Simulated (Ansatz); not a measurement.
# Phonons of TiAl (P-6m2) against volume, part 2 of 2

Aim: how the phonons of TiAl (P-6m2) shift with volume, and the thermal expansion that follows.

Ansatz 0.2.0; DFT PBEsol, scalar-relativistic, plane waves, PAW.

So far, highest frequency on the path or at a solved wavevector (cm⁻¹): step 2 (the dispersion) 342; step 4 (phonons at the other volume, volume ratio 0.97) 358; step 6 (phonons at the other volume, volume ratio 1.03) 327.

### Step 7. Grüneisen parameters

The Grüneisen parameter of a mode is minus the logarithmic change of its frequency with volume, −d ln ω / d ln V; weighted by heat capacity it gives the expansion.

This step gave:

```yaml
bulk_modulus: 110.7 GPa
```

Phonon branches along the path, in cm⁻¹:

```
    point  branch 1  branch 2  branch 3  branch 4  branch 5  branch 6
        Γ         0         0         0       182       182       342
  halfway        58       131       183       210       248       322
        M        72        97       202       233       289       306
  halfway       117       156       228       239       290       298
        K        99       156       255       262       279       282
  halfway       121       152       173       228       255       321
        Γ         0         0         0       182       182       342
  halfway        77        77       135       171       171       318
        A       130       130       143       143       219       279
  halfway       156       168       173       200       257       302
        L        71       186       193       222       298       307
  halfway       115       177       179       257       306       312
        H        99       121       164       287       306       313
  halfway       151       172       189       220       272       306
        A       130       130       143       143       219       279
jump to L        71       186       193       222       298       307
  halfway        73       136       217       222       290       307
        M        72        97       202       233       289       306
jump to H        99       121       164       287       306       313
  halfway       102       135       201       284       296       301
        K        99       156       255       262       279       282
```

The same for volume x 0.97:

```
point  branch 1  branch 2  branch 3  branch 4  branch 5  branch 6
    Γ         0         0         0       188       188       358
    M        98        98       210       244       308       318
    K       122       169       264       277       293       295
    Γ         0         0         0       188       188       358
    A       133       133       147       147       229       291
    L        90       189       204       231       310       325
    H       116       126       173       303       320       329
    A       133       133       147       147       229       291
    L        90       189       204       231       310       325
    M        98        98       210       244       308       318
    H       116       126       173       303       320       329
    K       122       169       264       277       293       295
```

The same for volume x 1.03:

```
point  branch 1  branch 2  branch 3  branch 4  branch 5  branch 6
    Γ         0         0         0       177       177       327
    M        40        96       196       224       271       295
    K        74       144       246       247       264       272
    Γ         0         0         0       177       177       327
    A       128       128       139       139       209       268
    L        48       183       183       213       287       291
    H        81       116       154       272       294       299
    A       128       128       139       139       209       268
    L        48       183       183       213       287       291
    M        40        96       196       224       271       295
    H        81       116       154       272       294       299
    K        74       144       246       247       264       272
```

Mode Grueneisen parameter -dln(w)/dln(V), modes matched by rank; at Γ the acoustic branches take the value of a neighbouring point of the path. The mode Grüneisen parameters at the labelled points ():

```
    point  branch 1  branch 2  branch 3  branch 4  branch 5  branch 6
        Γ     -3.43      0.91      1.63      1.01      1.01      1.49
  halfway     -1.12      1.03      1.76      1.29      1.69      1.43
        M     15.00      0.43      1.15      1.43      2.11      1.27
  halfway      6.59      1.30      1.17      1.67      2.00      1.29
        K      8.26      2.70      1.20      1.91      1.75      1.39
  halfway      1.15      1.07      1.62      1.52      1.73      1.39
        Γ     -2.50      0.89      1.62      1.01      1.01      1.49
  halfway      0.74      0.74      1.57      0.98      0.98      1.49
        A      0.72      0.72      0.95      0.95      1.52      1.38
  halfway      0.56      1.18      1.48      1.49      1.57      1.37
        L     10.43      0.58      1.80      1.36      1.32      1.83
  halfway      4.49      1.29      1.57      1.62      1.36      1.75
        H      5.89      1.37      1.93      1.80      1.40      1.58
  halfway      0.56      1.52      1.24      1.61      1.58      1.35
        A      0.72      0.72      0.95      0.95      1.52      1.38
jump to L     10.43      0.58      1.80      1.36      1.32      1.83
  halfway     11.18      0.84      1.29      1.41      1.78      1.53
        M     15.00      0.43      1.15      1.43      2.11      1.27
jump to H      5.89      1.37      1.93      1.80      1.40      1.58
  halfway      6.25      2.11      1.72      1.85      1.35      1.56
        K      8.26      2.70      1.20      1.91      1.75      1.39
```

(dS/dlnV)/C_V. Table of thermodynamic Grueneisen parameter by temperature:

```
temperature (K)  thermodynamic Grueneisen parameter
             50                                1.77
            100                                1.66
            150                                1.63
            200                                1.62
            250                                1.62
            300                                1.62
            350                                1.61
            400                                1.61
            450                                1.61
            500                                1.61
            550                                1.61
            600                                1.61
            650                                1.61
            700                                1.61
            750                                1.61
            800                                1.61
            850                                1.61
            900                                1.61
            950                                1.61
           1000                                1.61
```

Gamma C_V/(B V) at the static volume. Table of volume expansion by temperature:

```
temperature (K)  volume expansion (1e-6/K)
             50                       6.35
            100                       19.3
            150                       26.8
            200                       30.6
            250                       32.8
            300                       34.0
            350                       34.8
            400                       35.4
            450                       35.7
            500                         36
            550                       36.2
            600                       36.3
            650                       36.5
            700                       36.6
            750                       36.6
            800                       36.7
            850                       36.8
            900                       36.8
            950                       36.9
           1000                       36.9
```

### Step 8. Results

| Property | Result |
| --- | --- |
| bulk modulus | 111 GPa |
| thermodynamic Grüneisen parameter at 300 K | 1.617 |
| volume expansion at 300 K, estimated | 34.03 × 10⁻⁶ K⁻¹ |

By this estimate the volume grows by 34.0 × 10⁻⁶ per kelvin at 300 K. The highest optical mode at Γ goes from 358 to 327 cm⁻¹ as the cell grows, a Grüneisen parameter of 1.49. Mode parameters on the path run from -6.4 to 15, with a median of 1.4. Modes with negative values stiffen as the cell grows and pull against the expansion. Branches are matched by rank, so values near crossings are rough. The expansion is the Grüneisen estimate at the static volume, with the static bulk modulus. With no gap, or one that is small against the smearing, the frequencies hang on the k mesh and the smearing, most of all near Kohn anomalies. The phonon runs are without spin polarisation, although the cell has an odd electron count.

[Logs are printed without paths, hosts, clocks, repeated set-up lines and the standing remarks that a program may print on its own settings, such as how far it seeks lower states.]

[Hosts, paths, dates, database ids (printed as entryN), source tags and the programs' standing remarks are cut or masked in the printed files.]
